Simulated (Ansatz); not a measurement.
The compound is Cs2IrCl6 (started from the K2PtCl6 type) (Fm-3m).

The structure was built from a prototype and need not be the compound's stable phase.

The structure is cubic, space group Fm-3m (No. 225). Conventional cell: a = 9.792 Å, b = 9.792 Å, c = 9.792 Å, α = 90.00°, β = 90.00°, γ = 90.00°. Nearest to Cs lie 12 Cl at 3.46 Å. Nearest to Ir lie 6 Cl at 2.31 Å. Nearest to Cl lie 1 Ir at 2.31 Å and 4 Cs at 3.46 Å. Farther neighbours and most contacts between anions are not listed.

```
Cs Ir Cl
1.0
     4.89617    0.00000    4.89617
     4.89617    4.89617    0.00000
     0.00000    4.89617    4.89617
Cs Ir Cl
2 1 6
Direct
  0.25000 0.25000 0.25000
  0.75000 0.75000 0.75000
  0.00000 0.00000 0.00000
  0.23560 0.23560 0.76440
  0.76440 0.76440 0.23560
  0.23560 0.76440 0.23560
  0.76440 0.23560 0.76440
  0.76440 0.23560 0.23560
  0.23560 0.76440 0.76440
```

The structure was relaxed with LDA. The structure type comes from a generator and need not be one that this composition takes. The structure was generated from a model, not taken from a measurement. The runs that relaxed it are not among those shown. The program's search for lower electronic states was switched off, so nothing shows that the state found is the lowest. Spin-orbit coupling is left out unless a run names it. PAW set soft_2, made with PBE.

A constrained-RPA run (Ansatz 0.2.0; non-magnetic LDA; Ir d + anion p, bands v21 to c2, 2×2×2 mesh, medium accuracy) builds 23 functions on bands 8.8 eV wide, with 41.0 electrons in the window. The bare on-site interaction is 14.7 eV and the bare J 0.57 eV.

Estimate U, U′ and J.

On the Ir d shell, U = 5.86 eV (40 % of the bare value), U′ = 4.98 eV, J = 0.42 eV.

The parent state is non-magnetic and the interaction static (zero frequency); U depends on the window and the orbitals, so it belongs to this model alone. Spin-orbit coupling, which is strong for atoms this heavy, is left out. A window that holds the anion p bands defines a model with explicit ligands; its U belongs to that model and is not the U of DFT+U. Coarse meshes can leave U off its limit, most where the target bands are metallic.

[Paths, hosts, dates, memory and timing lines, banners, echoed tables and standing remarks are left out of the program output.]

[Logs are printed without paths, hosts, clocks, repeated set-up lines and the standing remarks that a program may print on its own settings, such as how far it seeks lower states.]

[Runs of the session that timed out or met a known fault of the program may be left out.]

[Hosts, paths, dates, database ids (printed as entryN), source tags and the programs' standing remarks are cut or masked in the printed files.]
